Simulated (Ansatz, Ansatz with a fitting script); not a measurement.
An input for Ansatz 0.2.0 (CdS (Greenockite)):

```yaml
crystal:
  lattice:
    - [4.2046115284, 0.0, 0.0]
    - [-2.1023057642, 3.6413003967, 0.0]
    - [0.0, 0.0, 6.8256549035]
  atoms:
    - { symbol: Cd, position: [0.3333333333, 0.6666666667, -0.0010795072] }
    - { symbol: Cd, position: [0.6666666667, 0.3333333333, 0.4989204928] }
    - { symbol: S, position: [0.3333333333, 0.6666666667, 0.3760795072] }
    - { symbol: S, position: [0.6666666667, 0.3333333333, 0.8760795072] }
kpoints:
  mp_grid: { grid: [4, 4, 2] }
hamiltonian:
  xc: lda
  pseudopotentials: { kind: paw, source: ansatz, frozen_core: stored }
scf:
  occupations: { method: fixed }
  lower_state_search: "off"
  convergence: { dr2_threshold: 1.0e-09 }
output:
  embedding: [{ level: hf }]
basis:
  ecutwfc: 1000
```

The database entry behind the starting cell differs from later determinations by our own check (about 0.35 % long), so it need not match the best structure at ambient conditions.

```sh
ansatz run input.yaml --threads 8 --pin off --max-ram 18432MiB --backend cpu --events-out ev --progress --plain --runs-dir out
```

Question: Estimate wall time and host memory on 8 threads of Arm Neoverse V1, shared host.

It took 56 s; on shared hardware allow 28 s to 1.9 min. Peak host memory was 0.93 GiB.

[Paths, hosts, dates, memory and timing lines, banners, echoed tables and standing remarks are left out of the program output.]

[Logs are printed without paths, hosts, clocks, repeated set-up lines and the standing remarks that a program may print on its own settings, such as how far it seeks lower states.]

[Runs of the session that timed out or met a known fault of the program may be left out.]

[Hosts, paths, dates, database ids (printed as entryN), source tags and the programs' standing remarks are cut or masked in the printed files.]
